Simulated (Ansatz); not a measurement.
## SnO2 (P4_2/mnm):V_O (site 2), thermodynamic levels from a 54-atom cell

Aim: at which Fermi levels does V_O (site 2) in SnO2 (P4_2/mnm) change its charge? The model is a cell of 54 host atoms with 1 O taken out.

Method: place-levels on r2SCAN runs: charge-transition levels and formation energies with image-charge correction and potential alignment at the atomic sites; PAW set soft_1, in Ansatz 0.2.0.

The experiments to compare with:

“Effect of Cu F Co-doping on the Properties of AgSnO2 Contact” (2019, pmc:6679235) quotes from earlier work for SnO2, rutile (undoped SnO2, literature value): band gap (band gap of intrinsic SnO2, quoted experimental value) 3.6 eV [Literature value cited in passing in the theory part; measurement method, temperature and …].

This is a report of a sequence of runs, with most program output left out.

**1. The starting structure**

The cell holds 53 atoms: 18 Sn and 35 O. Cell: a = 10.639 Å, b = 6.728 Å, c = 9.602 Å, α = 90.0°, β = 90.0°, γ = 108.4°. It derives from SnO2 (space group P4_2/mnm). Nearest the centre at fractional (0.537, 0.769, 0.667): Sn41 at 2.06 Å, Sn21 at 2.07 Å, Sn39 at 2.07 Å, O53 at 2.61 Å, O27 at 2.92 Å, O45 at 2.92 Å, O30 at 2.92 Å, O48 at 2.92 Å.

The host's dielectric constants go in as inputs: (4.60, 4.60, 4.91) for the electrons alone, (13.48, 13.48, 10.42) with the ions, from a response run on this crystal (DFPT, PBEsol) at that run's own cell.

The cell's shortest repeat is 6.7 Å.

**2. The runs of each charge state**

A transition level is the Fermi level at which two charge states cost the same, so each charge needs its own total energy, at its own relaxed structure.

Random displacements of about 0.05 Å break the site symmetry at the start, so that the relaxation can reach a distorted minimum if there is one. Forces are taken at one point at (¼, ¼, ¼). The cell holds 1 electron more than the neutral one, with a uniform background that keeps it neutral on the whole. The electron count is odd, so at least one spin is unpaired; this run locks the moment at 1 μB.

The sampling was tested on the host first: at the k-points planned (1x1x1 shifted 0.25 0.25 0.25) its energy lies -0.001 eV an atom from the dense-mesh value, under the bound of 0.02 eV set for this test; that bounds the host's error, not the defect's.

One state's input; the others differ in charge, spin, start and seed, and in occupations where the table says so.

Input file qm1_M1.relax/input.yaml:

```yaml
crystal:
  lattice:
    - [9.51550307, 4.75775154, 0.0]
    - [-4.75775154, 4.75775154, 0.0]
    - [0.0, 0.0, 9.60204439]
  atoms:
    - { symbol: Sn, position: [0.0, 0.5, 0.16666667] }
    - { symbol: Sn, position: [0.33333333, 0.16666667, 0.16666667] }
[... 2 atom lines left out ...]
    - { symbol: Sn, position: [0.33333333, 0.66666667, 0.0] }
[... 8 atom lines left out ...]
    - { symbol: O, position: [0.53729518, 0.76864759, 0.0] }
[... 3 atom lines left out ...]
    - { symbol: O, position: [0.79603816, 0.89801908, 0.0] }
[... 2 atom lines left out ...]
    - { symbol: Sn, position: [0.66666667, 0.83333333, 0.5] }
[... 1 atom line left out ...]
    - { symbol: Sn, position: [0.33333333, 0.66666667, 0.33333333] }
[... 2 atom lines left out ...]
    - { symbol: O, position: [0.33333333, 0.47260943, 0.5] }
    - { symbol: O, position: [0.66666667, 0.1392761, 0.5] }
[... 1 atom line left out ...]
    - { symbol: O, position: [0.33333333, 0.8607239, 0.5] }
    - { symbol: O, position: [0.66666667, 0.52739057, 0.5] }
[... 1 atom line left out ...]
    - { symbol: O, position: [0.53729518, 0.76864759, 0.33333333] }
[... 6 atom lines left out ...]
    - { symbol: Sn, position: [0.66666667, 0.83333333, 0.83333333] }
[... 1 atom line left out ...]
    - { symbol: Sn, position: [0.33333333, 0.66666667, 0.66666667] }
    - { symbol: Sn, position: [0.66666667, 0.33333333, 0.66666667] }
[... 1 atom line left out ...]
    - { symbol: O, position: [0.33333333, 0.47260943, 0.83333333] }
    - { symbol: O, position: [0.66666667, 0.1392761, 0.83333333] }
[... 1 atom line left out ...]
    - { symbol: O, position: [0.33333333, 0.8607239, 0.83333333] }
    - { symbol: O, position: [0.66666667, 0.52739057, 0.83333333] }
[... 2 atom lines left out ...]
    - { symbol: O, position: [0.12937149, 0.56468574, 0.66666667] }
    - { symbol: O, position: [0.46270482, 0.23135241, 0.66666667] }
    - { symbol: O, position: [0.79603816, 0.89801908, 0.66666667] }
  host:
    repeats: [1, 1, 3]
    atoms:
      - { symbol: Sn, position: [0.0, 0.5, 0.5] }
      - { symbol: Sn, position: [0.33333333, 0.16666667, 0.5] }
      # ... 16 more atoms of the perfect host
total_charge: -1
basis:
  ecutwfc: 500
  xc_grid: 2
hamiltonian:
  xc: r2scan
  pseudopotentials: { kind: paw, azcp: { folder: soft_1 } }
kpoints:
  mp_grid: { grid: [1, 1, 1], shift: [0.25, 0.25, 0.25] }
magnetization:
  spin_polarized: true
  initial_magnetization: 1
  spin_locking: { lock_magnetization: hard }
scf:
  occupations: { method: fixed }
  max_iter: 60
output:
  forces: true
  charged_corrections:
    epsilon: [4.6, 4.6, 4.91]
    static_epsilon: [13.48, 13.48, 10.42]
    defect_position: [0.537295, 0.768648, 0.666667]
relax:
  f_tol: 0.02
  max_steps: 80
  random_displacement: { amplitude: 0.05, seed: 2971 }
checkpoint:
  write: "../qm1_M1.relax.run"
  compress: false
  write_wavefunctions: true
  write_every: 100000
```

Launch:

```sh
ansatz run input.yaml --threads 4 --pin off --max-ram 15073MiB --backend cpu --events-out ev --progress --plain --runs-dir out
```

The relaxed structure is kept and the sampling changed to a 2×2×2 shifted mesh.

The run of this state that the levels use, under r2SCAN:

Input file qm1_M1.point/input.yaml:

```yaml
crystal:
  checkpoint: "../qm1_M1.relax.run"
  host: checkpoint
total_charge: -1
basis:
  ecutwfc: 500
  xc_grid: 2
hamiltonian:
  xc: r2scan
  pseudopotentials: { kind: paw, azcp: { folder: soft_1 } }
kpoints:
  mp_grid: { grid: [2, 2, 2], shift: [0.5, 0.5, 0.5] }
magnetization:
  spin_polarized: true
  initial_magnetization: 1
  spin_locking: { lock_magnetization: hard }
scf:
  occupations: { method: fermi_dirac, width: 0.01 }
  max_iter: 60
output:
  forces: true
  eigenvalues: true
  charged_corrections:
    epsilon: [4.6, 4.6, 4.91]
    static_epsilon: [13.48, 13.48, 10.42]
    defect_position: [0.537295, 0.768648, 0.666667]
  eigenstates: { localisation: true }
  populations: true
  efg: {}
checkpoint:
  read: "../qm1_M1.relax.run"
  write: "../qm1_M1.point.run"
  compress: false
  write_wavefunctions: false
  write_every: 100000
```

Relaxations under r2SCAN at one point at (¼, ¼, ¼); times on 4 threads of Arm Neoverse V2, shared host:

```csv
charge,moment (μB),occupations,outcome,steps,largest displacement against the far atoms (Å),time
−1,1,fixed,converged,8,0.11,4.2 min
0,0,fixed,converged,5,0.07,80 s
+1,1,fixed,converged,7,0.12,3.4 min
+2,0,fixed,converged,6,0.25,82 s
```

Single points under r2SCAN at a 2×2×2 shifted mesh; times on 4 threads of Arm Neoverse V2, shared host:

```csv
charge,moment (μB),occupations,outcome,time
−1,1,fermi-dirac,converged,2.9 min
0,0,fermi-dirac,converged,77 s
+1,1,fermi-dirac,converged,2.5 min
+2,0,fermi-dirac,converged,66 s
```

Distances (Å) from the ideal centre to the nearest atoms after relaxation with r2SCAN:

```csv
charge,moment (μB),1.,2.,3.,4.,5.,6.
−1,1,Sn 1.94,Sn 1.98,Sn 2.00,O 2.67,O 2.90,O 2.90
0,0,Sn 1.99,Sn 2.00,Sn 2.00,O 2.62,O 2.89,O 2.90
+1,1,Sn 2.14,Sn 2.14,Sn 2.18,O 2.57,O 2.85,O 2.85
+2,0,Sn 2.29,Sn 2.29,Sn 2.32,O 2.46,O 2.81,O 2.82
```

**3. place-levels, r2SCAN**

A charged cell interacts with its images and the background, and its potential has another zero than the host's. place-levels removes the first by a point-charge model, screened by the static dielectric constant since the ions have relaxed around the charge, and the second by comparing potentials at atoms far from the defect.

The host is a run of the defect-free crystal in the same cutoffs, grids and k-points, so that basis and sampling errors cancel in part in the differences. Its band edges come from a run of the primitive cell that searches the zone for them. The host is run in a cell of 18 atoms on a matching mesh. Chemical potentials are energies per atom of O (O2 molecule), run with the same functional and cutoff.

Input file levels.point.yaml:

```yaml
host:
  run: host.point.run
  levels_from: { run: edges.point.run }
states: [qm1_M1.point.run, q0.point.run, qp1_M1.point.run, qp2.point.run]
geometry_from:
  qm1_M1.point.run: qm1_M1.relax.run
  q0.point.run: q0.relax.run
  qp1_M1.point.run: qp1_M1.relax.run
  qp2.point.run: qp2.relax.run
  host.point.run: host.relax.run
chemical_potentials:
  O:
    energy: -565.989614
    dataset: <sha256 of the dataset>
epsilon: [4.6, 4.6, 4.91]
static_epsilon: [13.48, 13.48, 10.42]
vertical:
  - { from: qm1_M1.point.run, to: qm1_M1.point_neutral.run }
  - { from: qp1_M1.point.run, to: qp1_M1.point_neutral.run }
  - { from: qp2.point.run, to: qp2.point_neutral.run }
```

Launch:

```sh
ansatz place-levels levels.point.yaml -- --threads 4 --pin off --max-ram 15073MiB
```

Elapsed: 0.46 s, on 4 threads of Arm Neoverse V2, shared host.

Levels between the charges placed, in eV above the valence top:

```csv
,gap (eV),(+2/+1),(+1/0),(0/−1)
r2SCAN,1.80,1.44,1.54,1.96
```

Corrections by state:

```csv
charge,moment (μB),image terms and alignment (eV),band filling (eV),ε used,"over the lowest of its charge, as the program ranks them, band filling apart (eV)"
+2,0.0,0.483,-,"principal values (10.42, 13.48, 13.48)",0.000
+1,1.0,0.078,-,"principal values (10.42, 13.48, 13.48)",0.000
0,0.0,0.000,-,-,0.000
−1,1.0,0.184,-1.309,"principal values (10.42, 13.48, 13.48)",0.000
```

The charged structures listed were also run neutral, and place-levels reads from each pair, by the potential or the spins, how wide the charge is by which they differ; that can be the carrier of either run.

```csv
charge,rms radius (Å),spread where it is widest against the cell (Å),wide from (Å),reading
+2,3.5,2.22,1.66,wide
+1,2.9,1.24,1.11,wide
−1,4.0,2.86,1.75,wide
```

The neutral runs of these pairs need not share the spin of the lowest neutral state, and very wide values only mean spread over the cell.

From the program's caveats on the states, each cut to its opening words:

- charge +2: it parts from the run at its places by a charge that spreads by about 2.2 Å along one vector (1.7 Å or more is wide), by its potential at epsilon [4.6, 4.6, [...]
- charge +2: the far atoms show a dipole or second moment of the defect's charge, for which the correction takes or leaves out 0.126 eV: further moments aren't read, and [...]
- charge +2: its displacements don't fall off away from the defect: farther atoms stand 0.06 Å off the host's places
- charge +1 (1 μB): it parts from the run at its places by a charge that spreads by about 1.2 Å along one vector (1.1 Å or more is wide), by its potential at epsilon [4.6, 4.6, [...]
- charge +1 (1 μB): its displacements don't fall off away from the defect: farther atoms stand 0.022 Å off the host's places
- charge +1 (1 μB), −1 (1 μB): flagged: stability check not made
- charge 0: its displacements don't fall off away from the defect: farther atoms stand 0.018 Å off the host's places
- charge −1 (1 μB): it parts from the run at its places by a charge that spreads by about 2.9 Å along one vector (1.7 Å or more is wide), by its potential at epsilon [4.6, 4.6, [...]
- charge −1 (1 μB): a band-filling correction moves a carrier to the host's band edge, which changes its energy by -1.309 eV
- charge −1 (1 μB): its alignment with the host at atomic sites is doubtful: the mean over the far sites moves by -0.0618 eV from their farther parts to their nearer, more than [...]
- charge −1 (1 μB): the host's ions (past the first shell or, of a walk that freed a part, those that it held) aren't shown at rest: they stand up to 0.064 Å off their sites, 0.45 [...]
- charge −1 (1 μB): its displacements don't fall off away from the defect: farther atoms stand 0.026 Å off the host's places

The host's formation energy from the elements is -1.867 eV per atom; it sets how far the chemical potentials can move.

Limit set by the element alone; other compounds of these elements are not counted. Chemical potentials from the elements' reference states: O 0.00 eV, Sn -5.60 eV. Formation energies (O-rich), with the Fermi level at the valence top and at the conduction bottom (gap 1.80 eV):

```csv
charge,at valence top (eV),at conduction bottom (eV),correction included (eV)
+2,1.62,5.21,0.48
+1,3.05,4.85,0.08
0,4.59,4.59,0.00
−1,6.56,4.76,-1.12
```

(Fermi level (eV), lowest formation energy (eV)): (0.00, 1.62), (0.16, 1.94), (0.33, 2.27), (0.49, 2.60), (0.65, 2.92), (0.82, 3.25), (0.98, 3.58), (1.14, 3.90), (1.31, 4.23), (1.47, 4.52), (1.63, 4.59), (1.80, 4.59)

Limit set by the element alone; other compounds of these elements are not counted. Chemical potentials from the elements' reference states: Sn 0.00 eV, O -2.80 eV. Formation energies (Sn-rich), with the Fermi level at the valence top and at the conduction bottom (gap 1.80 eV):

```csv
charge,at valence top (eV),at conduction bottom (eV),correction included (eV)
+2,-1.18,2.41,0.48
+1,0.25,2.05,0.08
0,1.79,1.79,0.00
−1,3.76,1.96,-1.12
```

(Fermi level (eV), lowest formation energy (eV)): (0.00, -1.18), (0.16, -0.86), (0.33, -0.53), (0.49, -0.20), (0.65, 0.12), (0.82, 0.45), (0.98, 0.78), (1.14, 1.10), (1.31, 1.43), (1.47, 1.72), (1.63, 1.79), (1.80, 1.79)

**4. The same at the relaxations' own k-points**

The relaxations' own energies give the levels at their sampling, for comparison.

Input file levels.relax_mesh.yaml:

```yaml
host:
  run: host.relax.run
  levels_from: { run: edges.relax.run }
states: [qm1_M1.relax.run, q0.relax.run, qp1_M1.relax.run, qp2.relax.run]
chemical_potentials:
  O:
    energy: -565.989614
    dataset: <sha256 of the dataset>
```

Launch:

```sh
ansatz place-levels levels.relax_mesh.yaml -- --threads 4 --pin off --max-ram 15073MiB
```

It took 0.13 s on 4 threads.

Levels between neighbouring charges, in eV above the valence top:

```csv
,gap (eV),(+2/+1),(+1/0),(0/−1)
"one point at (¼, ¼, ¼)",1.80,1.47,1.57,1.94
a 2×2×2 shifted mesh,1.80,1.44,1.54,1.96
```

Going from one point at (¼, ¼, ¼) to a 2×2×2 shifted mesh moves the levels that carry no band-filling term by up to 0.03 eV and formation energies against the elements by up to 0.06 eV; band-filling terms, which differ between samplings, are in these energies.

**5. Results**

| Property | Result |
| --- | --- |
| gap of the host | 1.80 eV (r2SCAN) |
| level (plus 2/plus 1) | 1.44 eV above the valence top |
| level (plus 1/0) | 1.54 eV above the valence top |
| level (0/minus 1) | 1.96 eV above the valence top, past the conduction bottom (3.27 eV above the valence top without the band-filling term) |
| lowest of the charges placed, just above the valence top (0.02 eV) | +2 |
| lowest of the charges placed, just below the conduction bottom (0.02 eV) | 0 |
| lowest formation energy at mid-gap of the charges run, O-rich | 3.41 eV |
| lowest formation energy at mid-gap of the charges run, Sn-rich | 0.61 eV |

**Reading.** Of the charges placed (−1, 0, +1 and +2), the lowest changes at 1.44 eV (+2/+1) and 1.54 eV (+1/0) above the valence top, in a gap of 1.80 eV. (+2/+1) lies nearer to a band edge than the share of the finite-size correction in it (0.40 eV), and that correction holds for a localised charge alone. Charges above +2 were not placed, so these runs say nothing of levels that involve them. States placed: +2 at 0 μB; +1 at 1 μB; 0 at 0 μB; −1 at 1 μB. Other spin states or structures, where not listed, weren't placed. The program finds carriers beyond a band edge of the host and adds a band-filling term at charge −1 (-1.31 eV); steps to such a charge show no bound level, and a defect level inside a band would be read the same way. Going from one point at (¼, ¼, ¼) to a 2×2×2 shifted mesh moves the levels that carry no band-filling term by up to 0.03 eV and formation energies against the elements by up to 0.06 eV; band-filling terms, which differ between samplings, are in these energies. The program doubts the alignment of potentials for at least one state, a sign that the cell is small. Limits: the images are only 6.7 Å apart; r2SCAN makes the gap too small and tends to spread out bound carriers; where a gas molecule sets a chemical potential or the host's formation energy, its binding is uncorrected; spin–orbit coupling, which can matter with heavy atoms, is left out; force components of up to 0.18 eV/Å remain in a run at the final settings.

Comparison with the measured values:

| quantity | measured | r2SCAN |
| --- | --- | --- |
| band gap (least gap of the host) (eV) | 3.6 | 1.80 (-1.80 eV) |

Measured values from pmc:6679235 (2019).

Verdict: The band gap is off by -1.80 eV. Local and semilocal functionals usually give gaps below the measured ones. Spin-orbit coupling, left out here, can change the gap with such heavy elements. Zero-point and thermal motion shift the measured gap.

[Logs are printed without paths, hosts, clocks, repeated set-up lines and the standing remarks that a program may print on its own settings, such as how far it seeks lower states.]

[Hosts, paths, dates, database ids (printed as entryN), source tags and the programs' standing remarks are cut or masked in the printed files.]

[Where a table of states has a column of steps, it counts the stored structures, which are thinned; the runs took as many ionic steps or more.]

[A defect's name tells the site on which it was built; relaxed atoms can leave that site.]

[For some hosts the program warned that the k-mesh of the response run may be too coarse for force constants and the static dielectric constant; such warnings are not shown here.]
